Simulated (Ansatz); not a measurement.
**CaO (Lime, Fm-3m): phonons against volume**

Wanted: mode Grüneisen parameters of CaO (Lime) and a free-energy fit over volumes.

What experiment has found for this phase:
- heat capacity C_P per formula unit 42.2 J/mol/K and bulk modulus 113 GPa near room temperature (given in “High-Throughput Prediction of Finite-Temperature Properties using the Quasi-Harmonic Approximation”, 2016, arXiv:1603.06924)

Method: DFT LDA, scalar-relativistic, plane waves, PAW, in Ansatz 0.2.0.

## Step 1: The starting structure

Symmetry: Fm-3m, No. 225, cubic system. Conventional cell: a = 4.813 Å, b = 4.813 Å, c = 4.813 Å, α = 90.00°, β = 90.00°, γ = 90.00°. Nearest to Ca lie 6 O at 2.41 Å. Nearest to O lie 6 Ca at 2.41 Å. Farther neighbours and most contacts between anions are not listed.

## Step 2: A first coarse run

A cheap single point shows whether the cell is a metal or an insulator and how far it is from rest; that sets the k-mesh and the occupations of what follows.

Input file input.yaml:

```yaml
crystal:
  lattice:
    - [0.0, 2.4065, 2.4065]
    - [2.4065, 0.0, 2.4065]
    - [2.4065, 2.4065, 0.0]
  atoms:
    - { symbol: Ca, position: [0.0, 0.0, 0.0] }
    - { symbol: O, position: [0.5, 0.5, 0.5] }
kpoints:
  mp_grid: { grid: [6, 6, 6] }
hamiltonian:
  xc: lda
scf:
  occupations: { method: gaussian, width: 0.1 }
output:
  forces: true
  stress: true
  eigenvalues: true
```

Command:

```sh
$ ansatz run input.yaml --threads 4 --pin off --max-ram 16384MiB --backend cpu --events-out ev --progress --plain --runs-dir out
```

Numbers of over 12 decimals in the logs are rounded to 6 here.

The log of the run:

```text
Engine: ansatz 0.2.0, x86_64-unknown-linux-gnu
Pseudopotentials: kind: paw
Pseudopotential: Ca, paw, valence charge 10, recommended cutoff 420 eV (normal), Ca.paw.azcp
Pseudopotential: O, paw, valence charge 6, recommended cutoff 420 eV (normal), O.paw.azcp
Functional definition: SPW92
  exchange = slater_x
  correlation = pw_c
Crystal: 2 atoms, lattice volume = 27.873 Å³
Basis set: ecut = 420 eV, 537 PW (Γ)
Bands: 12, of which v1, the nominal top of the filled ones, is band 8 counted from 1 (7 counted from 0)
Symmetry: 48 space group operations
Space group: Fm-3m (ITA 225), of the structure as read, at distance tolerance 3.0e-5 Å
k-points: 16 of 216
Non-local potential: Ca, projectors of the file, l = 0: 3, l = 1: 2, l = 2: 2
Non-local potential: O, projectors of the file, l = 0: 2, l = 1: 2, l = 2: 1
PAW form: soft (Blöchl's): semilocal exchange-correlation on the pseudo side does not see the compensation charge
PAW frozen core: Ca, regenerated for the run's functional, and the local potential with it (the file was generated under x = pbe(κ = 0.804, μ = 0.219515), c = pbe(β = 0.066725))
PAW frozen core: O, regenerated for the run's functional, and the local potential with it (the file was generated under x = pbe(κ = 0.804, μ = 0.219515), c = pbe(β = 0.066725))
PAW one-centre angular grid: Ca, 110 points (default); XC on 64 Gauss nodes
PAW one-centre angular grid: O, 110 points (default); XC on 64 Gauss nodes
Initial density: superposition of atomic densities (neutral atoms: chi_scale 0, normalization atom), corrected by the library's trained network
Initial wavefunctions: pseudopotential atomic-orbital guess
Functional: x = slater, c = lda
SCF iter   1: F=—  HF=-2331.614837 eV  |F-HF|=—  |Δ(HF+E_count)|=         —  Δρ=1.60e-2  dr2=6.97e-2  ethr=1.77e-3  ⟨swp⟩=6.8  Hψ=1305  notcnv=0
preconditioner: auto → none  [insulator: Δε(μ)=3.229 eV  Ē_g=17.769 eV  σ=0.100 eV  W_gap=1.00  n_scr=8 (ndim 8)  ℏωp=26.3 eV  f_vac=0.000  D(μ)=0.00/eV (n_scr^D=0)  ε∞_Penn≈3.2]
SCF iter   2: F=—  HF=-2331.596521 eV  |F-HF|=—  |Δ(HF+E_count)|=   1.83e-2  Δρ=3.68e-3  dr2=3.18e-3  ethr=4.36e-4  ⟨swp⟩=1.9  Hψ=349  notcnv=0
SCF iter   3: F=—  HF=-2331.595688 eV  |F-HF|=—  |Δ(HF+E_count)|=   8.34e-4  Δρ=1.09e-3  dr2=1.24e-4  ethr=1.99e-5  ⟨swp⟩=2.5  Hψ=289  notcnv=0
SCF iter   4: F=—  HF=-2331.595645 eV  |F-HF|=—  |Δ(HF+E_count)|=   4.29e-5  Δρ=1.37e-4  dr2=3.88e-6  ethr=7.74e-7  ⟨swp⟩=1.9  Hψ=252  notcnv=0
SCF iter   5: F=—  HF=-2331.595645 eV  |F-HF|=—  |Δ(HF+E_count)|=   8.29e-8  Δρ=1.89e-5  dr2=3.63e-8  ethr=2.42e-8  ⟨swp⟩=2.4  Hψ=326  notcnv=0
SCF iter   6: F=-2331.595645 eV  HF=-2331.595645 eV  |F-HF|=5.57e-9  |Δ(HF+E_count)|=   4.52e-9  Δρ=5.32e-6  dr2=6.28e-9  ethr=2.27e-10  ⟨swp⟩=2.0  Hψ=632  notcnv=0
SCF 1 converged in 6 iterations: F = -2331.595645 eV  dr2 = 6.28e-9
  greatest PAW one-centre occupation: 0.996 electrons in one spin orbital (limit 2), on the Ca atom at site 0 (counted from 0), in its partial waves of l = 0
SCF converged after 6 iterations
Free energy (F): -2331.595645 eV
Harris-Foulkes:  -2331.595645 eV  (|F-HF|=5.57e-9)
Internal energy: -2331.595645 eV  (E = F + TS)
E sigma→0 (E₀):  -2331.595645 eV
Fermi energy:    8.983737 eV
--- Per-component energies (eV) ---
  E_band       = -105.269771
  E_kinetic    = 453.449864
  E_local      = -894.814328  (includes V_loc(G=0)·N_el)
  E_nonlocal   = 116.720892
  E_hartree    = 293.695614
  E_xc         = -209.512001
  E_vxc        = -265.596607  (∫ρ·V_xc dr)
  E_paw        = -963.138357  (= ΣΔE_a)
  E_vpaw       = -102.421866  (= ΣTr[D̂ρ^β])
  E_aug_tail   = 0.002480  (compensation charges beyond the density's cutoff)
  E_ewald      = -1128.379897
  E_core_change = 0.380087  (= ΣΔE_core)
  E_smearing   = -0.000000  (= −TS)
  E_closure    = -0.000000  (closes the sum)
  Σ components = -2331.595645   (vs F -2331.595645, Δ=0.00e0)
--- Forces (eV/Å), atoms counted from 1 ---
  atom   1  Ca    -0.00000000    -0.00000000     0.00000000
  atom   2  O      0.00000000     0.00000000     0.00000000
  max |Σ_I F_I| component: 9.07e-30 eV/Å
--- Stress (GPa, compression-positive) ---
       -7.385764       0.000000      -0.000000
       -0.000000      -7.385764       0.000000
       -0.000000       0.000000      -7.385764
  P = ⅓ Tr σ = -7.3858 GPa (-73.858 kbar)
--- Band table (eV; the first three rows and the last of 16) ---
  k-point 0: bands = [... 4 lower, -7.9608, 7.2399, 7.2399, 7.2399, 11.7717, 13.3572, 13.3572, 13.3572]
  k-point 1: bands = [... 4 lower, -7.5914, 6.3604, 6.8873, 6.8873, 12.8814, 13.3281, 13.8216, 13.8216]
  k-point 2: bands = [... 4 lower, -6.9973, 5.0828, 6.2903, 6.2903, 13.6539, 14.7892, 14.8929, 14.8929]
  k-point 15: bands = [... 4 lower, -7.4142, 6.0136, 6.1551, 6.4177, 12.1308, 14.8025, 15.5357, 16.7556]
```

It took 1.3 s on 4 threads of Intel Xeon Platinum 8488C (Sapphire Rapids), shared host; peak memory 0.3 GiB.

Reading the cycles: dr2 is the Hartree energy of the density residual (eV), the measure of convergence; HF is the Harris–Foulkes estimate of the energy, which meets the free energy F at convergence.

A gap read on the k-mesh alone can miss the band edges.

Numbers from this step:

```
pressure          : -7.386 GPa
gap on the k-mesh : 3.488 eV
volume per atom   : 13.94 Å³
```

The start is under -7.4 GPa at this level and looks like an insulator or semiconductor on this mesh.

## Step 3: Relaxation

The vibrations must be taken about the equilibrium of this functional, not about the starting cell, so the structure is relaxed.

input.yaml, the sections that differ from step 2:

```yaml
kpoints:
  mp_grid: { grid: [8, 8, 8] }
scf:
  occupations: { method: gaussian, width: 0.02 }
output:
  forces: true
  stress: true
  eigenvalues: true
  write_density: true
  write_potential: true
  elf: true
  volumetric_format: npy
relax:
  adjacent_minimum: "off"
  f_tol: 0.005
  max_steps: 80
  cell: { stress_tol: 0.05 }
# crystal, hamiltonian: as in step 2
```

The log of the run:

```text
[...]
Crystal: 2 atoms, lattice volume = 27.873 Å³
Basis set: ecut = 420 eV, 537 PW (Γ)
Bands: 12, of which v1, the nominal top of the filled ones, is band 8 counted from 1 (7 counted from 0)
Symmetry: 48 space group operations
[...]
k-points: 29 of 512
[...]
SCF iter   1: F=—  HF=-2331.615303 eV  |F-HF|=—  |Δ(HF+E_count)|=         —  Δρ=1.62e-2  dr2=7.15e-2  ethr=1.77e-3  ⟨swp⟩=7.3  Hψ=2437  notcnv=0
[...]
SCF iter   6: F=-2331.596076 eV  HF=-2331.596076 eV  |F-HF|=1.61e-9  |Δ(HF+E_count)|=   6.22e-9  Δρ=2.88e-6  dr2=1.97e-9  ethr=1.35e-10  ⟨swp⟩=5.0  Hψ=1718  notcnv=0
SCF 1 converged in 6 iterations: F = -2331.596076 eV  dr2 = 1.97e-9
[...]
relax step   1: F+E_penalty+E_count = -2331.59607551 eV  Δ(F+E_penalty+E_count) = +0.000e0 eV  max|allowed force component| = 8.546e-29 eV/Å  Δτ_max = 0.0000 Å  P = -7.385 GPa  Ω = 27.873 Å³  (6 SCF iters, dr2 threshold 1.00e-7 eV, accepted)
Crystal: 2 atoms, lattice volume = 25.721 Å³
Basis set: ecut = 420 eV, 531 PW (Γ)
[...]
iter 1 solved again at ethr=2.03e-5 eV; its pass at ethr=3.10e-3 eV (dr2=3.25e-3 eV) is discarded
[...]
SCF iter   6: F=-2331.643220 eV  HF=-2331.643220 eV  |F-HF|=2.15e-10  |Δ(HF+E_count)|=   8.17e-8  Δρ=3.57e-6  dr2=1.04e-9  ethr=1.14e-9  ⟨swp⟩=5.2  Hψ=1885  notcnv=0
SCF 2 converged in 6 iterations: F = -2331.643220 eV  dr2 = 1.04e-9
relax step   2: F+E_penalty+E_count = -2331.64321976 eV  Δ(F+E_penalty+E_count) = -4.714e-2 eV  max|allowed force component| = 2.662e-30 eV/Å  Δτ_max = 0.0000 Å  P = +2.245 GPa  Ω = 25.721 Å³  energy of the carried Pulay correction = +8.206e-3 eV  (6 SCF iters, dr2 threshold 2.00e-7 eV, accepted)
Crystal: 2 atoms, lattice volume = 26.192 Å³
[...]
SCF iter   5: F=-2331.644296 eV  HF=-2331.644296 eV  |F-HF|=9.45e-10  |Δ(HF+E_count)|=   2.00e-7  Δρ=9.06e-6  dr2=7.29e-9  ethr=1.25e-9  ⟨swp⟩=8.0  Hψ=2358  notcnv=0
SCF 3 converged in 5 iterations: F = -2331.644296 eV  dr2 = 7.29e-9
relax step   3: F+E_penalty+E_count = -2331.64429595 eV  Δ(F+E_penalty+E_count) = -1.076e-3 eV  max|allowed force component| = 4.782e-30 eV/Å  Δτ_max = 0.0000 Å  P = -0.217 GPa  Ω = 26.192 Å³  energy of the carried Pulay correction = +6.352e-3 eV  (5 SCF iters, dr2 threshold 2.00e-7 eV, accepted)
[...]
relax step   4: F+E_penalty+E_count = -2331.64449013 eV  Δ(F+E_penalty+E_count) = -1.942e-4 eV  max|allowed force component| = 4.799e-30 eV/Å  Δτ_max = 0.0000 Å  P = -0.005 GPa  Ω = 26.150 Å³  energy of the carried Pulay correction = +6.517e-3 eV  (4 SCF iters, dr2 threshold 1.18e-7 eV, accepted)
[...]
relax step   5: F+E_penalty+E_count = -2331.63953459 eV  Δ(F+E_penalty+E_count) = +4.956e-3 eV  max|allowed force component| = 7.116e-30 eV/Å  Δτ_max = 0.0000 Å  P = -0.317 GPa  Ω = 26.150 Å³  stress off target by 3.17e-1 GPa  SCF on the basis re-selected at this cell (its energy is not comparable with the rows above)  (7 SCF iters)
[...]
relax step   6: F+E_penalty+E_count = -2331.63984682 eV  Δ(F+E_penalty+E_count) = -3.122e-4 eV  max|allowed force component| = 7.428e-30 eV/Å  Δτ_max = 0.0000 Å  P = +0.001 GPa  Ω = 26.087 Å³  energy of the carried Pulay correction = +2.498e-4 eV  (4 SCF iters, dr2 threshold 2.00e-7 eV, accepted)
[...]
SCF iter   1: F=—  HF=-2331.639767 eV  |F-HF|=—  |Δ(HF+E_count)|=         —  Δρ=1.28e-5  dr2=2.25e-8  ethr=2.30e-6  ⟨swp⟩=2.2  Hψ=3249  notcnv=0
eigensolver tolerance schedule: the retry pair's looser diagonalisation over-reported the residual by 16343.29 of it (diagonalisation noise at an unbounded share of the residual, at the tolerance the schedule requests for it); recorded, not acted on — ethr = c·dr2/N_el stays at c = 1.0e-1
[...]
SCF iter   2: F=—  HF=-2331.639767 eV  |F-HF|=—  |Δ(HF+E_count)|=   3.04e-8  Δρ=9.68e-6  dr2=2.23e-8  ethr=1.41e-10  ⟨swp⟩=2.7  Hψ=619  notcnv=0
[...]
SCF iter   5: F=-2331.639767 eV  HF=-2331.639767 eV  |F-HF|=1.59e-11  |Δ(HF+E_count)|=  3.00e-11  Δρ=2.78e-7  dr2=1.70e-11  ethr=1.00e-12  ⟨swp⟩=4.0  Hψ=1555  notcnv=0
SCF 7 converged in 5 iterations: F = -2331.639767 eV  dr2 = 1.70e-11
relax step   7: F+E_penalty+E_count = -2331.63976744 eV  Δ(F+E_penalty+E_count) = +7.938e-5 eV  max|allowed force component| = 2.662e-30 eV/Å  Δτ_max = 0.0000 Å  P = -0.007 GPa  Ω = 26.087 Å³  stress off target by 7.15e-3 GPa  SCF on the basis re-selected at this cell (its energy is not comparable with the rows above)  (5 SCF iters)
[...]
SCF converged after 5 iterations
Free energy (F): -2331.639767 eV
[...]
Internal energy: -2331.639767 eV  (E = F + TS)
E sigma→0 (E₀):  -2331.639767 eV
Fermi energy:    9.720034 eV
[...]
--- Stress (GPa, compression-positive) ---
       -0.007148      -0.000000      -0.000000
       -0.000000      -0.007148      -0.000000
        0.000000      -0.000000      -0.007148
  P = ⅓ Tr σ = -0.0071 GPa (-0.071 kbar)
--- Band table (eV; the first three rows and the last of 29) ---
  k-point 0: bands = [... 4 lower, -7.3324, 7.9948, 7.9948, 7.9948, 13.0830, 14.2648, 14.2648, 14.2648]
  k-point 1: bands = [... 4 lower, -7.0269, 7.4269, 7.7558, 7.7558, 13.7761, 14.2286, 14.5553, 14.5553]
  k-point 2: bands = [... 4 lower, -6.4520, 6.3513, 7.2496, 7.2496, 14.3158, 15.2637, 15.3212, 15.3212]
  k-point 28: bands = [... 4 lower, -6.5536, 6.5878, 6.9273, 6.9273, 14.3827, 14.3827, 16.8154, 17.9650]
--- Relaxed structure (5 steps of the walk, 5 accepted, 2 SCFs on fresh bases) ---
  F+E_penalty+E_count = -2331.63976744 eV   max|allowed force component| = 2.662e-30 eV/Å   (the final SCF, on the basis selected at the relaxed cell)
  cell:  # Å, volume = 26.0869 Å³
    - [0, 2.353951, 2.353951]
    - [2.353951, 0, 2.353951]
    - [2.353951, 2.353951, 0]
  atoms:
    - { symbol: Ca, position: [0, 0, 0] }
    - { symbol: O, position: [0.5, 0.5, 0.5] }
```

Elapsed: 1.5 s, on 4 threads; peak memory 0.35 GiB.

Relaxation path:

```csv
step,energy less that of the first step (eV),largest force component (eV/Å),pressure (GPa),volume (Å³)
1,0.0000,0.0000,-7.38,27.87
2,-0.0471,0.0000,2.25,25.72
3,-0.0482,0.0000,-0.22,26.19
4,-0.0484,0.0000,-0.01,26.15
5*,-0.0435,0.0000,-0.32,26.15
6,-0.0438,0.0000,0.00,26.09
7*,-0.0437,0.0000,-0.01,26.09
```

Relaxation steps marked * repeat the geometry before them on a plane-wave basis chosen anew for their cell, so energy and pressure can jump there.

Forces are held to the 48 operations that the run works with; a distortion that breaks them can't arise in this run.

```csv
"conventional cell, symmetrised",before,after,change
a (Å),4.813,4.708,-2.2 %
b (Å),4.813,4.708,-2.2 %
c (Å),4.813,4.708,-2.2 %
volume (Å³/atom),13.94,13.04,-6.4 %
```

The relaxed structure:

```xyz
2
Lattice="0.0000 2.3540 2.3540 2.3540 0.0000 2.3540 2.3540 2.3540 0.0000" Properties=species:S:1:pos:R:3 pbc="T T T"
Ca    0.0000    0.0000    0.0000
O     2.3540    2.3540    2.3540
```

This step gave:

* pressure: -0.007148 GPa
* gap on the k-mesh: 3.451 eV
* volume per atom: 13.04 Å³

Electrostatic potential energy in the ac plane of the conventional cell at fractional y = 0.000, with atoms of Ca and O within 0.2 Å of it. With pseudopotentials it is smooth inside the atoms' cores, unlike the true potential.

Ten even steps from '_' (-55 eV) to '@' (12 eV), each cell a mean:
```
__::**@@@@##--::++@@@@%%==__
==++%%@@@@@@####%%@@@@@@##==
%%%%@@@@@@@@@@@@@@@@@@@@@@%%
@@@@@@@@@@@@%%%%%%@@@@@@@@@@
##%%@@@@@@##++==**%%@@@@@@##
::++@@@@%%==____::**@@@@##--
..==%%@@##--____..**@@@@**::
==**@@@@%%++::..==##@@@@%%++
@@@@@@@@@@%%##**##%%@@@@@@@@
@@@@@@@@@@@@@@@@@@@@@@@@@@@@
**##%%@@@@@@@@@@@@@@@@@@%%##
..==##@@@@%%++==##@@@@%%++::
__..**@@@@**::..==%%@@##--__
```
Columns run along a (4.7 Å; values clipped at the 3rd and 97th percentile), rows up along c (4.7 Å), edges of the conventional cell, whose origin can differ from the input's. Atoms in or near the plane, at fractional coordinates: Ca at (0.00, 0.00), Ca at (0.50, 0.50), O at (0.50, 0.00), O at (0.00, 0.50).

ELF in the ac plane of the conventional cell at fractional y = 0.000, with atoms of Ca and O within 0.2 Å of it. It is the smooth field of the valence electrons, not physical close to the nuclei.

Ten even steps from '_' (0.05) to '@' (0.85), each cell a mean:
```
@@@@##..++@@##**@@%%::--@@@@
@@%%--__==%%@@@@%%**....**%%
--::____..--====--::____..::
==--::____..::--::____..--==
@@%%**....**%%@@##--__==%%@@
**@@%%::--@@@@@@@@##..++@@%%
==%%%%::==@@@@@@@@%%..++@@**
%%@@##..::%%@@@@@@++__++@@@@
####==____--****++..__--**##
::..______....::..______....
**==..__::**####**==..__--**
@@@@++__==@@@@%%@@##..::%%@@
@@@@##..++@@**==%%%%::==@@@@
```
Columns run along a (4.7 Å), rows up along c (4.7 Å), edges of the conventional cell, whose origin can differ from the input's. Atoms in or near the plane, at fractional coordinates: Ca at (0.00, 0.00), Ca at (0.50, 0.50), O at (0.50, 0.00), O at (0.00, 0.50).

Valence density in the ac plane of the conventional cell at fractional y = 0.000, with atoms of Ca and O within 0.2 Å of it. It is the smooth field of the valence electrons, not physical close to the nuclei.

Values in e/Å³, 13 rows by 14 columns, each cell a mean:
```
5.8 3.7 1.1 0.3 0.4 1.6 4.6 5.7 3.0 0.8 0.3 0.5 2.3 5.0
2.5 1.5 0.4 0.2 0.2 0.6 1.5 1.8 1.0 0.4 0.2 0.2 0.9 2.1
0.5 0.3 0.1 0.1 0.1 0.2 0.4 0.4 0.3 0.2 0.1 0.1 0.2 0.4
0.4 0.3 0.2 0.1 0.1 0.2 0.4 0.5 0.3 0.1 0.1 0.1 0.2 0.4
1.7 1.0 0.4 0.2 0.2 0.8 2.0 2.4 1.4 0.4 0.2 0.2 0.6 1.4
5.5 3.0 0.8 0.3 0.5 2.2 5.0 5.7 3.7 1.1 0.3 0.4 1.6 4.5
7.0 3.9 1.0 0.3 0.6 2.8 5.9 6.6 4.5 1.4 0.3 0.5 2.0 5.8
3.6 1.9 0.6 0.2 0.4 1.5 3.6 4.2 2.6 0.8 0.2 0.3 1.1 2.9
0.8 0.5 0.3 0.1 0.1 0.4 1.0 1.2 0.7 0.2 0.1 0.2 0.4 0.7
0.3 0.2 0.1 0.1 0.1 0.2 0.3 0.3 0.2 0.1 0.1 0.1 0.2 0.3
1.1 0.7 0.2 0.1 0.2 0.4 0.7 0.8 0.5 0.2 0.1 0.1 0.4 0.9
4.1 2.5 0.8 0.2 0.3 1.0 2.8 3.5 1.8 0.6 0.2 0.4 1.5 3.5
6.6 4.4 1.4 0.3 0.5 2.0 5.8 6.9 3.8 1.0 0.3 0.6 2.7 5.8
```
Columns run along a (4.7 Å), rows up along c (4.7 Å), edges of the conventional cell, whose origin can differ from the input's. Atoms in or near the plane, at fractional coordinates: Ca at (0.00, 0.00), Ca at (0.50, 0.50), O at (0.50, 0.00), O at (0.00, 0.50).

The relaxation ends with a pressure of -0.01 GPa.

## Step 4: Tight relaxation

The relaxation is repeated with tighter thresholds on force and stress, since phonons are sensitive to what is left; a change of mesh or smearing in the input moves the cell too.

Input file input.yaml:

```yaml
crystal:
  lattice:
    - [0.0, 2.353950931, 2.353950931]
    - [2.353950931, 0.0, 2.353950931]
    - [2.353950931, 2.353950931, 0.0]
  atoms:
    - { symbol: Ca, position: [0.0, 0.0, 0.0] }
    - { symbol: O, position: [0.5, 0.5, 0.5] }
kpoints:
  mp_grid: { grid: [8, 8, 8] }
hamiltonian:
  xc: lda
scf:
  occupations: { method: fixed }
output:
  forces: true
  stress: true
  eigenvalues: true
relax:
  adjacent_minimum: "off"
  f_tol: 0.001
  max_steps: 60
  cell: { stress_tol: 0.01 }
```

The log of the run:

```text
[...]
Crystal: 2 atoms, lattice volume = 26.087 Å³
Basis set: ecut = 420 eV, 531 PW (Γ)
Bands: 12, of which v1, the nominal top of the filled ones, is band 8 counted from 1 (7 counted from 0)
Symmetry: 48 space group operations
[...]
k-points: 29 of 512
[...]
k-point 28: bands = [... 4 lower, -6.5536, 6.5878, 6.9274, 6.9274, 14.3827, 14.3827, 16.8154, 17.9650]
--- Relaxed structure (1 steps of the walk, 1 accepted, 1 SCFs on fresh bases) ---
[...]
cell:  # Å, volume = 26.0869 Å³
    - [0.0, 2.353950931, 2.353950931]
    - [2.353950931, 0.0, 2.353950931]
    - [2.353950931, 2.353950931, 0.0]
  atoms:
    - { symbol: Ca, position: [0.0, 0.0, 0.0] }
    - { symbol: O, position: [0.5, 0.5, 0.5] }
[key lines of the parts left out:]
SCF converged after 6 iterations
Free energy (F): -2331.639767 eV
Fermi energy:    7.994775 eV
P = ⅓ Tr σ = -0.0071 GPa (-0.071 kbar)
```

It took 0.48 s on 4 threads; peak memory 0.33 GiB.

Little changed from the start: no atom moved by 0.005 Å and no cell edge by 0.1 %.

This step gave:

```yaml
pressure: -0.007131 GPa
```

The residual pressure is -0.0071 GPa, small enough for phonons.

(Continued in part 2 of 4.)

[Logs are printed without paths, hosts, clocks, repeated set-up lines and the standing remarks that a program may print on its own settings, such as how far it seeks lower states.]

[Hosts, paths, dates, database ids (printed as entryN), source tags and the programs' standing remarks are cut or masked in the printed files.]

[A step with changed settings may run another functional than the one named; its input shows which.]


